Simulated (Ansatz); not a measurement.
# Lattice dynamics of SnTeSe monolayer, Janus, part 2 of 2

Aim: the vibrations of SnTeSe monolayer, Janus, their spectra, and whether the structure is stable.

Ansatz 0.2.0; DFT PBEsol, scalar-relativistic, plane waves, PAW.

So far. Step 4 (Relaxing to small forces for the phonons): The largest force component left is 0.22 meV/Å, within the tolerances set. Step 5 (Zone-centre response): Before it was imposed, the acoustic sum rule was missed by 4.7e-5 eV/Å². Small misses are needed for a sound result but don't prove that mesh and cutoff are converged. The lowest optical mode is real, 82.7 cm⁻¹.

**6. The dispersion**

Stability and thermal properties need the whole zone. Linear response on a 3×3×1 q mesh gives force constants as far as a supercell of that size would.

input.yaml

```yaml
crystal:
  lattice:
    - [3.9113418796, 0.0, 0.0]
    - [-1.9556709398, 3.3873214307, 0.0]
    - [0.0, 0.0, 30.0]
  atoms:
    - { symbol: Sn, position: [0.0, 0.0, 0.3354427752] }
    - { symbol: Se, position: [0.3333333333, 0.6666666667, 0.3871623258] }
    - { symbol: Te, position: [0.6666666667, 0.3333333333, 0.2740615655] }
  periodic: [true, true, false]
kpoints:
  mp_grid: { grid: [12, 12, 1] }
hamiltonian:
  xc: pbesol
scf:
  occupations: { method: methfessel_paxton, width: 0.15 }
output:
  eigenvalues: true
phonons:
  method: dfpt
  qmesh: [3, 3, 1]
  temperatures: { t_max: 1000, t_step: 50 }
  qpath:
    path:
      - [0.0, 0.0, 0.0]
      - [0.5, 0.0, 0.0]
      - [0.33333333, 0.33333333, 0.0]
      - [0.0, 0.0, 0.0]
    npoints: 10
```

The run is started by

```console
$ ansatz run input.yaml --threads 8 --pin off --max-ram 14336MiB --backend cpu --events-out ev --progress --plain --runs-dir out
```

Numbers of over 12 decimals in the logs are rounded to 6 here.

Log:

```text
[...]
Crystal: 3 atoms, lattice volume = 397.469 Å³
Basis set: ecut = 420 eV, 7853 PW (Γ), exchange–correlation on 54×54×432 points (8 copies of the dense FFT grid, shifted against one another)
Bands: 28, of which v1, the nominal top of the filled ones, is band 23 counted from 1 (22 counted from 0)
Symmetry: 6 space group operations
k-points: 19 of 144 (time reversal used)
[...]
SCF iter   1: F=—  HF=-18275.958459 eV  |F-HF|=—  |Δ(HF+E_count)|=         —  Δρ=1.99e-3  dr2=1.26e-1  ethr=1.77e-3  ⟨swp⟩=14.9  Hψ=3766  notcnv=0
[...]
SCF iter  11: F=-18275.946682 eV  HF=-18275.946682 eV  |F-HF|=1.46e-11  |Δ(HF+E_count)|=  7.64e-10  S|Δr|=    0.00e0  Δρ=1.45e-8  dr2=9.46e-13  ethr=1.00e-12  ⟨swp⟩=8.4  Hψ=2697  notcnv=0
SCF 1 converged in 11 iterations: F = -18275.946682 eV  dr2 = 9.46e-13
[...]
phonons: the bands overlap, so this run is a metal and interpolates without the dipole-dipole term. If the crystal is really an insulator or semiconductor, its LO-TO splitting is missing
NSCF: frozen V_eff on 19 k-points
WARN: eigensolver did not converge in 10 slots of this pass, the one above among them; of largest residual over every band (k=16): 1 band(s) unlocked (lowest unlocked band 27, counted from 0; max residual 8.01e-3 eV among the unlocked bands, 8.01e-3 eV over every band); of lowest unlocked band (k=0): band 27
[...]
DFPT response loops at q = (0, 0, 0) (fractional): preconditioner auto → none (partly filled bands, converged f_vac=0.758); β = 0.50; Broyden in place of MSR1
[...]
SCF converged after 11 iterations
[...]
Free energy (F): -18275.946682 eV
[...]
Internal energy: -18275.947939 eV  (E = F + TS)
E sigma→0 (E₀):  -18275.946996 eV
Entropy (-TS):   0.001257 eV (0.419 meV/atom)
Fermi energy:    -5.138985 eV
[...]
--- Band table (eV; the first three rows and the last of 19) ---
  k-point 0: bands = [... 19 lower, -6.3647, -6.3647, -5.0061, -5.0061, -4.4029, -2.3608, -1.5205, -1.5205, ... 1 higher]
  k-point 1: bands = [... 19 lower, -6.9031, -6.5074, -5.5993, -5.0601, -3.9837, -2.0610 (-2.0609°), -1.5347 (-1.5347°), -1.3574, ... 1 higher]
  k-point 2: bands = [... 19 lower, -6.9563, -6.8455, -6.5270, -5.2116, -3.7381, -2.1442, -0.9897 (-0.9897°), -0.8508, ... 1 higher]
  k-point 18: bands = [... 19 lower, -9.1977, -9.0176, -6.7693, -6.4587, -4.4396, -1.3164, -0.7866, 0.0537, ... 1 higher]
  ° read free of the cell's end (the report's vacuum.weakly_bound_levels)
--- Phonons (Γ-DFPT): 6 representative perturbations + reference (Σ response iterations 22) ---
  ASR residual: 3.155e-5 → 0.000e0 eV/Å²; symmetrization residual: 1.757e-5 eV/Å²
  ASR residual per site (eV/Å²): 3.15e-5 2.31e-5 1.48e-5
  Γ frequencies (cm⁻¹): 0.00 0.00 0.00 82.68 82.68 126.61 126.61 140.71 218.77
--- Phonons (arbitrary-q DFPT): 3 irreducible q on the 3×3×1 mesh ---
  q = [0.0000, 0.0000, 0.0000] (star 1, of the zone-centre solve; hermiticity 2.97e-6, symmetrization 2.79e-11): 0.00 0.00 0.00 82.68 82.68 126.61 126.61 140.71 218.77
  q = [0.0000, 0.3333, 0.0000] (star 6, 9 solved perturbations on 78 of 144 k-point pairs; hermiticity 6.45e-6, symmetrization 3.95e-10): 31.20 42.63 85.54 86.23 118.48 127.99 130.73 150.82 188.94
  q = [0.3333, 0.3333, 0.0000] (star 2, 6 solved perturbations in 327 linear systems a pass and spin channel, the states on 78 of 144 k-point pairs; hermiticity 5.41e-6, symmetrization 1.82e-6): 37.20 85.06 90.77 113.10 114.18 119.07 135.38 159.37 175.98
  sum rule: each row above includes the acoustic sum rule's correction from the zone centre's row sums; it moved no ω² by more than (0.28 cm⁻¹)²
  mesh force constants: q→R imaginary residual 1.41e-16; ASR residual 3.155e-5 → 0.000e0 eV/Å²; symmetrization residual 7.994e-15 eV/Å²
  interpolated dispersion: 31 rows × 9 modes
  density of states and harmonic sums: on the 18×18×1 q-mesh, interpolated from the force constants of a 3×3×1 supercell (no non-analytic term)
  largest difference from the sums on the solved wave vectors: F 3.34e-2 eV, S 4.22e-5 and C_V 8.78e-6 eV/K
  zero-point energy: 0.059514 eV/cell   skipped modes (ω ≤ 0): 12, of them read as no rigid motion or as one in doubt: 9 (2.222e-1 modes/cell left out, lowest -20.90 cm⁻¹)   left out of the sums: 2.57e-2 of the cell's modes: C_V's classical limit lies that fraction below 3 k_B per atom; for a crystal, a wire or a layer, F and S can be off by more, and a phonons.interpolated_qmesh denser along its periods is the remedy for the sampling
```

Run time: 69 s. Hardware: 8 threads of AMD EPYC 9R45 (Zen 5), shared host; peak memory 2.9 GiB; 8.4 min of CPU time.

This step gave:

* sum-rule residual before enforcement: 3.15e-5 eV/Å²
* lowest frequency on the path: -20.88 cm⁻¹
* highest frequency on the path or at a solved wavevector: 218.8 cm⁻¹
* lowest mode on the q mesh (acoustic modes at Γ apart): 31.2 cm⁻¹

Frequencies (cm⁻¹) solved at each irreducible wavevector; negative means imaginary. Frequencies by wavevector, by row:

| q in reciprocal lattice units | star | mode 1 | mode 2 | mode 3 | mode 4 | mode 5 | mode 6 | mode 7 | mode 8 | mode 9 |
| --- | --- | --- | --- | --- | --- | --- | --- | --- | --- | --- |
| 0 0 0 | 1 | 0 | 0 | 0 | 82.7 | 82.7 | 126.6 | 126.6 | 140.7 | 218.8 |
| 0 0.3333 0 | 6 | 31.2 | 42.6 | 85.5 | 86.2 | 118.5 | 128 | 130.7 | 150.8 | 188.9 |
| 0.3333 0.3333 0 | 2 | 37.2 | 85.1 | 90.8 | 113.1 | 114.2 | 119.1 | 135.4 | 159.4 | 176 |

Interpolated from a 3×3×1 q mesh. The phonon branches at the labelled points (cm⁻¹):

| point | branch 1 | branch 2 | branch 3 | branch 4 | branch 5 | branch 6 | branch 7 | branch 8 | branch 9 |
| --- | --- | --- | --- | --- | --- | --- | --- | --- | --- |
| Γ | 0 | 0 | 0 | 83 | 83 | 127 | 127 | 141 | 219 |
| halfway | 4 | 38 | 72 | 84 | 110 | 129 | 129 | 154 | 192 |
| M | 43 | 48 | 88 | 96 | 120 | 126 | 133 | 148 | 192 |
| halfway | 40 | 66 | 94 | 102 | 117 | 119 | 141 | 151 | 185 |
| K | 37 | 85 | 91 | 113 | 114 | 119 | 135 | 159 | 176 |
| halfway | 14 | 52 | 74 | 93 | 107 | 126 | 137 | 155 | 187 |
| Γ | 0 | 0 | 0 | 83 | 83 | 127 | 127 | 141 | 219 |

The phonon branches as a text plot (rows in cm⁻¹):

```
    214 |*****                                             ******
    204 |     **                                         **
    194 |       ******************                    ***
    184 |                         ****       *********
    174 |                             *******
    164 |                               ***
    154 |       ********          ******   **************
    144 |*******        **************       *******     ********
    134 |   **********************    *******       *********
    124 |*********  ****************     **    ******************
    114 |         ****            ****************
    104 |       **                 **          **********
     94 |   ****        *********************     ****   ****
     84 |**********************       **************  ***********
     74 |         **                **       *****  **
     64 |       **                **              **  ***
     54 |                      ***                  **   **
     44 |     **    ****************                  ***
     34 |   **  ****  **            **************       ****
     24 |     **    **                            **       *****
     14 | ****                                      **       ***
      4 |*        **                                            *
     -6 | **
    -16 |   ******                                    **********
         Γ                   M           K                      Γ
```

Tetrahedra on a 18×18×1 mesh, mean over bins of 2 cm-1. Interpolated from a 3×3×1 q mesh. Table of phonon density of states by wavenumber; read off at these points:

| wavenumber (cm⁻¹) | phonon density of states (1/cm⁻¹/cell) |
| --- | --- |
| -21.0 | 0.0221 |
| -15.0 | 0.0112 |
| -9.0 | 0.00499 |
| -1.0 | 0.00374 |
| 5.0 | 0.00462 |
| 11.0 | 0.00701 |
| 17.0 | 0.0114 |
| 25.0 | 0.0188 |
| 31.0 | 0.0280 |
| 37.0 | 0.0908 |
| 43.0 | 0.0786 |
| 51.0 | 0.0287 |
| 57.0 | 0.023 |
| 63.0 | 0.0222 |
| 69.0 | 0.0223 |
| 77.0 | 0.0263 |
| 83.0 | 0.0959 |
| 89.0 | 0.104 |
| 91.0 | 0.108 |
| 95.0 | 0.0906 |
| 103.0 | 0.0335 |
| 109.0 | 0.0543 |
| 115.0 | 0.0830 |
| 119.0 | 0.174 |
| 121.0 | 0.0664 |
| 127.0 | 0.172 |
| 129.0 | 0.0808 |
| 135.0 | 0.0518 |
| 141.0 | 0.0955 |
| 147.0 | 0.0791 |
| 153.0 | 0.118 |
| 155.0 | 0.0474 |
| 161.0 | 0 |
| 167.0 | 0 |
| 173.0 | 0 |
| 181.0 | 0.0318 |
| 187.0 | 0.0664 |
| 193.0 | 0.0152 |
| 199.0 | 0.00927 |
| 207.0 | 0.00721 |
| 213.0 | 0.00652 |
| 219.0 | 7.5e-4 |

The partial phonon density of states has structure finer than the step of the table below, so its rows give means over 5 cm⁻¹, whole bins alone (the curve runs from -31 to 235 cm⁻¹). Peaks (cm⁻¹: height): Se 37.7: 0.0121, 87.9: 0.0314, 118.1: 0.0461, 128.1: 0.0440, 141.5: 0.0333, 148.2: 0.0405, 188.4: 0.0336; Sn -19.3: 0.00905, 37.7: 0.0301, 91.3: 0.0160, 118.1: 0.0288, 128.1: 0.0400, 151.6: 0.0463, 188.4: 0.0379; Te -19.3: 0.0104, 37.7: 0.0331, 91.3: 0.0551, 119.8: 0.0405.

Phonopy on the run's constants, 17x17x1 mesh, Gaussian sigma 2.0 cm-1. Interpolated from a 3×3×1 q mesh. Table of partial phonon density of states by wavenumber; means over each step; values in 1/cm⁻¹/cell:

| wavenumber (cm⁻¹) | Se | Sn | Te |
| --- | --- | --- | --- |
| -25 | 7.9e-4 | 0.00112 | 0.00130 |
| -20 | 0.00508 | 0.00730 | 0.00837 |
| -15 | 0.00279 | 0.00413 | 0.00468 |
| -10 | 0.00190 | 0.00297 | 0.00327 |
| -5 | 0.00141 | 0.00223 | 0.00243 |
| 0 | 4.4e-4 | 6.7e-4 | 7.1e-4 |
| 5 | 1.1e-4 | 1.6e-4 | 1.8e-4 |
| 10 | 0.00154 | 0.00250 | 0.00265 |
| 15 | 0.00193 | 0.00316 | 0.00337 |
| 20 | 0.00427 | 0.00708 | 0.00763 |
| 25 | 0.00315 | 0.00581 | 0.00619 |
| 30 | 0.00588 | 0.0114 | 0.0124 |
| 35 | 0.00904 | 0.0209 | 0.0228 |
| 40 | 0.00938 | 0.0263 | 0.0291 |
| 45 | 0.00732 | 0.0222 | 0.0250 |
| 50 | 0.00482 | 0.0127 | 0.0137 |
| 55 | 0.00394 | 0.0108 | 0.0127 |
| 60 | 0.00331 | 0.00729 | 0.00980 |
| 65 | 0.00312 | 0.00839 | 0.0111 |
| 70 | 0.00336 | 0.00723 | 0.0112 |
| 75 | 0.00355 | 0.00786 | 0.0138 |
| 80 | 0.00932 | 0.00922 | 0.0244 |
| 85 | 0.0277 | 0.0138 | 0.0485 |
| 90 | 0.0270 | 0.0155 | 0.0540 |
| 95 | 0.0198 | 0.0113 | 0.0427 |
| 100 | 0.0160 | 0.00583 | 0.0171 |
| 105 | 0.0170 | 0.00774 | 0.0127 |
| 110 | 0.0263 | 0.0144 | 0.0164 |
| 115 | 0.0380 | 0.0203 | 0.0228 |
| 120 | 0.0383 | 0.0253 | 0.0369 |
| 125 | 0.0337 | 0.0277 | 0.0343 |
| 130 | 0.0355 | 0.0326 | 0.0236 |
| 135 | 0.0235 | 0.0223 | 0.0106 |
| 140 | 0.0297 | 0.0243 | 0.0114 |
| 145 | 0.0304 | 0.0217 | 0.0111 |
| 150 | 0.0354 | 0.0392 | 0.0147 |
| 155 | 0.0177 | 0.0306 | 0.0102 |
| 160 | 0.00299 | 0.00453 | 0.00189 |
| 165 | 8.8e-5 | 1.2e-4 | 5.9e-5 |
| 170 | 1.0e-4 | 9.3e-5 | 6.5e-6 |
| 175 | 0.00345 | 0.00332 | 2.1e-4 |
| 180 | 0.0133 | 0.0140 | 7.7e-4 |
| 185 | 0.0259 | 0.0281 | 0.00115 |
| 190 | 0.0273 | 0.0313 | 0.00113 |
| 195 | 0.00954 | 0.00983 | 3.4e-4 |
| 200 | 0.00434 | 0.00380 | 1.4e-4 |
| 205 | 0.00411 | 0.00391 | 1.7e-4 |
| 210 | 0.00306 | 0.00315 | 1.5e-4 |
| 215 | 0.00258 | 0.00280 | 1.4e-4 |
| 220 | 8.9e-4 | 1.0e-3 | 5.2e-5 |
| 225 | 2.1e-5 | 2.3e-5 | 1.1e-6 |
| 230 | 0 | 0 | 0 |

Symmetry leaves 3 wavevectors to solve. The lowest mode among them, the acoustic zeros apart, lies at q = (0, 0.333, 0) and is real, 31.2 cm⁻¹. Between them the interpolated path dips to 21i cm⁻¹.

**7. Isotope substitution, element Se, natural mass 78.971 amu**

An isotope changes the mass and not the force constants, so no new electronic calculation is needed; the shifts show which modes move this element.

The same force constants with the mass of Se changed from 78.971 to 81.917 u (phonopy, no LO-TO term). Both lists are sorted by frequency; levels can cross, so a row need not hold one and the same mode. Modes under 3 cm⁻¹ are left out. Isotope shifts, by row:

| q | rank | natural mass (cm⁻¹) | changed mass (cm⁻¹) |
| --- | --- | --- | --- |
| 0 0 0 | 4 | 82.68 | 82.21 |
| 0 0 0 | 5 | 82.68 | 82.21 |
| 0 0 0 | 6 | 126.6 | 125.6 |
| 0 0 0 | 7 | 126.6 | 125.6 |
| 0 0 0 | 8 | 140.7 | 139.9 |
| 0 0 0 | 9 | 218.8 | 217 |
| 0 0.3333 0 | 1 | 31.2 | 31.09 |
| 0 0.3333 0 | 2 | 42.63 | 42.53 |
| 0 0.3333 0 | 3 | 85.54 | 84.74 |
| 0 0.3333 0 | 4 | 86.23 | 85.98 |
| 0 0.3333 0 | 5 | 118.5 | 117.5 |
| 0 0.3333 0 | 6 | 128 | 127.2 |
| 0 0.3333 0 | 7 | 130.7 | 129.9 |
| 0 0.3333 0 | 8 | 150.8 | 149.8 |
| 0 0.3333 0 | 9 | 188.9 | 187.3 |
| 0.3333 0.3333 0 | 1 | 37.2 | 37.1 |
| 0.3333 0.3333 0 | 2 | 85.06 | 85.06 |
| 0.3333 0.3333 0 | 3 | 90.77 | 90.51 |
| 0.3333 0.3333 0 | 4 | 113.1 | 112.4 |
| 0.3333 0.3333 0 | 5 | 114.2 | 113.5 |
| 0.3333 0.3333 0 | 6 | 119.1 | 117.5 |
| 0.3333 0.3333 0 | 7 | 135.4 | 134.1 |
| 0.3333 0.3333 0 | 8 | 159.4 | 158.5 |
| 0.3333 0.3333 0 | 9 | 176 | 174.3 |

A mode of this element alone would shift by -1.81 %. The highest zone-centre frequency without the field goes from 218.8 to 217.0 cm⁻¹ (-0.8 %). The product of the frequency ratios over all optical modes at Γ is 0.959; the product rule, (m/m′)^(3k/2) (M′/M)^(3/2) with k = 1 such atoms and M the mass of the cell, gives 0.959.

**8. Another isotope, element Sn, natural mass 118.71 amu**

The same for Sn, from 118.71 to 123.91 u.

The same force constants with the mass of Sn changed from 118.710 to 123.905 u (phonopy, no LO-TO term). Both lists are sorted by frequency; levels can cross, so a row need not hold one and the same mode. Modes under 3 cm⁻¹ are left out. Isotope shifts, by row:

| q | rank | natural mass (cm⁻¹) | changed mass (cm⁻¹) |
| --- | --- | --- | --- |
| 0 0 0 | 4 | 82.68 | 82.46 |
| 0 0 0 | 5 | 82.68 | 82.46 |
| 0 0 0 | 6 | 126.6 | 125.2 |
| 0 0 0 | 7 | 126.6 | 125.2 |
| 0 0 0 | 8 | 140.7 | 140.3 |
| 0 0 0 | 9 | 218.8 | 216.4 |
| 0 0.3333 0 | 1 | 31.2 | 30.9 |
| 0 0.3333 0 | 2 | 42.63 | 42.28 |
| 0 0.3333 0 | 3 | 85.54 | 85.35 |
| 0 0.3333 0 | 4 | 86.23 | 85.91 |
| 0 0.3333 0 | 5 | 118.5 | 117.7 |
| 0 0.3333 0 | 6 | 128 | 127.7 |
| 0 0.3333 0 | 7 | 130.7 | 129.3 |
| 0 0.3333 0 | 8 | 150.8 | 149.3 |
| 0 0.3333 0 | 9 | 188.9 | 186.9 |
| 0.3333 0.3333 0 | 1 | 37.2 | 36.87 |
| 0.3333 0.3333 0 | 2 | 85.06 | 84.45 |
| 0.3333 0.3333 0 | 3 | 90.77 | 90.06 |
| 0.3333 0.3333 0 | 4 | 113.1 | 112.6 |
| 0.3333 0.3333 0 | 5 | 114.2 | 113.8 |
| 0.3333 0.3333 0 | 6 | 119.1 | 118.5 |
| 0.3333 0.3333 0 | 7 | 135.4 | 134.2 |
| 0.3333 0.3333 0 | 8 | 159.4 | 157.8 |
| 0.3333 0.3333 0 | 9 | 176 | 174.4 |

A mode of this element alone would shift by -2.12 %. The highest zone-centre frequency without the field goes from 218.8 to 216.4 cm⁻¹ (-1.1 %). The product of the frequency ratios over all optical modes at Γ is 0.960; the product rule, (m/m′)^(3k/2) (M′/M)^(3/2) with k = 1 such atoms and M the mass of the cell, gives 0.960.

**9. Isotope substitution, element Te, natural mass 127.6 amu**

The same for Te, from 127.60 to 129.91 u.

A mode of this element alone would shift by -0.89 %. The highest zone-centre frequency without the field goes from 218.8 to 218.7 cm⁻¹ (-0.0 %). The product of the frequency ratios over all optical modes at Γ is 0.984; the product rule, (m/m′)^(3k/2) (M′/M)^(3/2) with k = 1 such atoms and M the mass of the cell, gives 0.984.

**10. Outcome**

* space group after relaxation (within 0.01 Å): P3m1
* area per atom: 4.42 Å²
* electronic character: no gap on this mesh
* highest optical mode at the zone centre (no LO-TO term): 219 cm⁻¹
* lowest optical zone-centre mode: 82.7 cm⁻¹
* lowest mode on the q mesh (acoustic modes at Γ apart): 31.2 cm⁻¹
* highest frequency on the path or at a solved wavevector: 219 cm⁻¹
* imaginary modes on the 3×3×1 q mesh: none

What this shows: No mode is imaginary at the 3 irreducible wavevectors solved, but between them the interpolated path dips to 20.9i cm⁻¹, so stability is not settled. The optical modes at Γ span 83 to 219 cm⁻¹. The interpolated path dips to 21i cm⁻¹ between the solved wavevectors, which may come from the interpolation; a denser q mesh would tell. With no gap, or one that is small against the smearing, the frequencies hang on the k mesh and the smearing, most of all near Kohn anomalies. In a sheet or slab the interpolated bending branch near Γ is rough, since the rotational sum rule isn't imposed. A semilocal functional can close a gap that the real compound would have, so the metallic treatment may be an artefact of the level. Spin-orbit coupling is left out, which can matter for the heavy elements here. A phonon run warned that its eigensolver left some bands unconverged in a pass. The starting cell was built on a prototype and not taken from a measurement. These are harmonic frequencies at zero temperature: anharmonic shifts, linewidths and thermal expansion are left out.

[Logs are printed without paths, hosts, clocks, repeated set-up lines and the standing remarks that a program may print on its own settings, such as how far it seeks lower states.]

[Hosts, paths, dates, database ids (printed as entryN), source tags and the programs' standing remarks are cut or masked in the printed files.]
